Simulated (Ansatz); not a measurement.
# Phonons of Ba (P6/mmm, 1 atom in the cell) against volume, part 2 of 2

Does Ba (P6/mmm, 1 atom in the cell) expand much on heating, by its phonons?

Ansatz 0.2.0; DFT PBEsol+D3(BJ), scalar-relativistic, plane waves, PAW.

So far, highest frequency on the path or at a solved wavevector (cm⁻¹): step 2 (phonons on a q mesh) 83.7; step 4 (phonons at the other volume, volume ratio 0.97) 84.9.

This is not the structure that Ba takes at ambient pressure and room temperature (bcc); it is a model or a phase of other conditions.

In doubt: the dispersion correction can have small steps in the geometry for these elements (in some of the runs), which bears on fits and elastic values.

## (6) Phonons at the other volume, volume ratio 1.03

The phonons are repeated at this volume on the same k and q meshes.

File input.yaml:

```yaml
crystal:
  lattice:
    - [4.0232317856, 0.0, 0.0]
    - [-2.0116158928, 3.4842209316, 0.0]
    - [0.0, 0.0, 3.7209467121]
  atoms:
    - { symbol: Ba, position: [0.0, 0.0, 0.0] }
kpoints:
  mp_grid: { grid: [12, 12, 12] }
hamiltonian:
  xc: pbesol
  dispersion: d3bj
scf:
  occupations: { method: methfessel_paxton, width: 0.15 }
output:
  eigenvalues: true
phonons:
  method: dfpt
  qmesh: [3, 3, 4]
  temperatures: { t_max: 1000, t_step: 50 }
  qpath:
    path:
      - [[0.0, 0.0, 0.0], [0.5, 0.0, 0.0], [0.33333333, 0.33333333, 0.0], [0.0, 0.0, 0.0], [0.0, 0.0, 0.5], [0.5, 0.0, 0.5], [0.33333333, 0.33333333, 0.5], [0.0, 0.0, 0.5]]
      - [[0.5, 0.0, 0.5], [0.5, 0.0, 0.0]]
      - [[0.33333333, 0.33333333, 0.5], [0.33333333, 0.33333333, 0.0]]
    npoints: 10
```

Run with:

```console
$ ansatz run input.yaml --threads 4 --pin off --max-ram 7168MiB --backend cpu --events-out ev --progress --plain --runs-dir out
```

Numbers of over 12 decimals in the logs are rounded to 6 here.

Output:

```text
[...]
Crystal: 1 atoms, lattice volume = 52.160 Å³
Basis set: ecut = 420 eV, 997 PW (Γ), exchange–correlation on 54×54×50 points (8 copies of the dense FFT grid, shifted against one another)
Bands: 9, of which v1, the nominal top of the filled ones, is band 5 counted from 1 (4 counted from 0)
Symmetry: 24 space group operations
k-points: 133 of 1728
[...]
Entropy (-TS):   0.001909 eV (1.909 meV/atom)
Fermi energy:    7.308571 eV
[...]
--- Band table (eV; the first three rows and the last of 133) ---
[...]
ASR residual: 4.446e-5 → 0.000e0 eV/Å²; symmetrization residual: 2.913e-13 eV/Å²
[...]
ASR residual per site (eV/Å²): 4.45e-5
  Γ frequencies (cm⁻¹): 0.00 0.00 0.00
--- Phonons (arbitrary-q DFPT): 9 irreducible q on the 3×3×4 mesh ---
[...]
interpolated dispersion: 93 rows × 3 modes
[...]
[key lines of the parts left out:]
SCF converged after 9 iterations
Free energy (F): -5862.735700 eV
```

Run time: 8.1 min. Hardware: 4 threads of Arm Neoverse N1, shared host; peak memory 1.4 GiB; 13 min of CPU time.

Numbers from this step:

| Item | Value |
| --- | --- |
| sum-rule residual before enforcement | 4.45e-5 eV/Å² |
| lowest frequency on the path | -36.32 cm⁻¹ |
| highest frequency on the path or at a solved wavevector | 82.3 cm⁻¹ |
| lowest mode on the q mesh (acoustic modes at Γ apart) | -36.32 cm⁻¹ |

Frequencies (cm⁻¹) solved at each irreducible wavevector; negative means imaginary. Frequencies by wavevector, by row:

| q in reciprocal lattice units | star | mode 1 | mode 2 | mode 3 |
| --- | --- | --- | --- | --- |
| 0 0 0 | 1 | 0 | 0 | 0 |
| 0 0 0.25 | 2 | -20 | -20 | 54.5 |
| 0 0 -0.5 | 1 | -31.6 | -31.6 | 59.1 |
| 0 0.3333 0 | 6 | -25 | 43.1 | 71 |
| 0 0.3333 0.25 | 12 | 28.2 | 41.7 | 67.8 |
| 0 0.3333 -0.5 | 6 | -13.7 | 57.8 | 63.1 |
| 0.3333 0.3333 0 | 2 | -36.3 | 73.2 | 73.2 |
| 0.3333 0.3333 0.25 | 4 | 39.3 | 66.4 | 66.4 |
| 0.3333 0.3333 -0.5 | 2 | 61.9 | 62.8 | 62.8 |

The highest frequency on the path or at a solved wavevector is 82.3 cm⁻¹, -1.4 cm⁻¹ against the base run.

## (7) Grüneisen parameters

The Grüneisen parameter of a mode is minus the logarithmic change of its frequency with volume, −d ln ω / d ln V; weighted by heat capacity it gives the expansion.

Numbers from this step:

- bulk modulus: 8.4 GPa

The phonon branches at the labelled points (cm⁻¹):

| point | branch 1 | branch 2 | branch 3 |
| --- | --- | --- | --- |
| Γ | 0 | 0 | 0 |
| halfway | -18 | 36 | 59 |
| M | -30 | 51 | 84 |
| halfway | -33 | 60 | 81 |
| K | -36 | 74 | 74 |
| halfway | -22 | 43 | 64 |
| Γ | 0 | 0 | 0 |
| halfway | -20 | -20 | 56 |
| A | -32 | -32 | 58 |
| halfway | -25 | 47 | 55 |
| L | 14 | 56 | 76 |
| halfway | 39 | 58 | 73 |
| H | 59 | 63 | 63 |
| halfway | -8 | 52 | 56 |
| A | -32 | -32 | 58 |
| jump to L | 14 | 56 | 76 |
| halfway | 36 | 40 | 77 |
| M | -30 | 51 | 84 |
| jump to H | 59 | 63 | 63 |
| halfway | 37 | 66 | 66 |
| K | -36 | 74 | 74 |

The same for volume x 0.97:

| point | branch 1 | branch 2 | branch 3 |
| --- | --- | --- | --- |
| Γ | 0 | 0 | 0 |
| M | -29 | 52 | 85 |
| K | -36 | 75 | 75 |
| Γ | 0 | 0 | 0 |
| A | -32 | -32 | 56 |
| L | 12 | 52 | 75 |
| H | 56 | 62 | 62 |
| A | -32 | -32 | 56 |
| L | 12 | 52 | 75 |
| M | -29 | 52 | 85 |
| H | 56 | 62 | 62 |
| K | -36 | 75 | 75 |

The same for volume x 1.03:

| point | branch 1 | branch 2 | branch 3 |
| --- | --- | --- | --- |
| Γ | 0 | 0 | 0 |
| M | -31 | 50 | 82 |
| K | -36 | 73 | 73 |
| Γ | 0 | 0 | 0 |
| A | -32 | -32 | 59 |
| L | 16 | 59 | 76 |
| H | 62 | 63 | 63 |
| A | -32 | -32 | 59 |
| L | 16 | 59 | 76 |
| M | -31 | 50 | 82 |
| H | 62 | 63 | 63 |
| K | -36 | 73 | 73 |

The first set of phonon branches as a text plot (rows in cm⁻¹):

```
     82 |      ***                                      ***
     77 |     *   * **                  **           ***
     72 |    *     *  *                *  **                   **
     67 |         * *                 *      **               *
     62 |            * *                    *  *           ***
     57 |   *    *            ***********************      *
     52 |      **     * *                  *    *    **   * *
     47 |  * **                      *                  **   *
     42 |              * *   *                   *     *
     37 |   *           *                 *   *        *
     32 |                           *
     27 | **             *  *                         *       *
     22 |                                *     *     *
     17 | *               *                             *
     12 |*                              *
      7 |*                *
      2 |                  *           *
     -3 |*                *
     -9 | *                 *                   *
    -14 |  *             *   *        *           *
    -19 |   *           *     *    *                     *
    -24 |    *         *       *     *           *
    -29 |     ***     *         *****             **      *    *
    -34 |        *****            *                **           *
         Γ     M   K       Γ     A      L   H      A|L   M|H    K
```

## (8) Outcome

```json
{
 "bulk modulus": "8.4 GPa"
}
```

In words: No expansion is given, because modes are imaginary at one volume or more. Branches are matched by rank, so values near crossings are rough. With no gap, or one that is small against the smearing, the frequencies hang on the k mesh and the smearing, most of all near Kohn anomalies. Spin-orbit coupling is left out, which can matter for the heavy elements here. A phonon run warned that its eigensolver left some bands unconverged in a pass. In the phonons the program treats the change of the C6 weights of the dispersion term with coordination only in part.

[Logs are printed without paths, hosts, clocks, repeated set-up lines and the standing remarks that a program may print on its own settings, such as how far it seeks lower states.]

[Hosts, paths, dates, database ids (printed as entryN), source tags and the programs' standing remarks are cut or masked in the printed files.]
